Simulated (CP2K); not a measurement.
Consider acetic acid monohydrate at its PBE geometry (Å).

```xyz
11

C    -1.8459   -0.6324    0.4072
C    -0.4805   -0.1382    0.0077
O     0.3769   -0.0874    1.0488
O    -0.1672    0.1859   -1.1363
O     2.4447    0.8133   -0.4948
H    -2.2719    0.0298    1.1724
H    -1.7650   -1.6322    0.8536
H    -2.5000   -0.6637   -0.4680
H     1.2544    0.2407    0.7121
H     1.7184    0.7413   -1.1560
H     3.2362    1.1429   -0.9467
```

Method: CP2K XAS_TDP, all-electron GAPW, PBEh(45%), aug-cc-pVDZ, TDA, GW2X-corrected core level, no relativity.

Q: Where do the C K-edge lines lie, and how strong are they?

Leading lines: C1 291.65 eV and C2 290.38 eV. The leading line of an atom is its first one with 35 % of the strongest within 2.5 eV of its lowest line over the strength cut. Core ionisation energies at this level: C1 292.89 and C2 296.84 eV.

The first six lines of each atom with a strength over 0.0015:

```csv
atom,energy (eV),states,"strength, one atom",above the computed threshold
C1 (bonded to C and 3 H),290.74,1,0.0041,
,291.65,1,0.0239,
,291.80,1,0.0200,
,292.00,1,0.0028,
,292.37,1,0.0023,
,292.91,1,0.0025,yes
C2 (bonded to C and 2 O),290.38,1,0.0777,
,296.44,1,0.0087,
,296.68,1,0.0074,
,297.26,1,0.0040,yes
,297.43,1,0.0024,yes
,297.98,1,0.0125,yes
```

Lines are vertical, at one geometry, with no vibrational structure. GW2X ionisation energies and lines can be off by 1 to 2 eV either way, and a good line position may hide errors that cancel. These values hold no scalar relativity, about 0.1 eV for C 1s. Rydberg lines, and the discretised continuum above threshold, depend on the basis and the box. This is one low-energy arrangement of the cluster, relaxed without a dispersion correction; others exist.

[Banner, clock and machine lines of the logs are left out without a mark of their own.]

[Logs are printed without paths, hosts, clocks, repeated set-up lines and the standing remarks that a program may print on its own settings, such as how far it seeks lower states.]

[Hosts, paths, dates, database ids (printed as entryN), source tags and the programs' standing remarks are cut or masked in the printed files.]
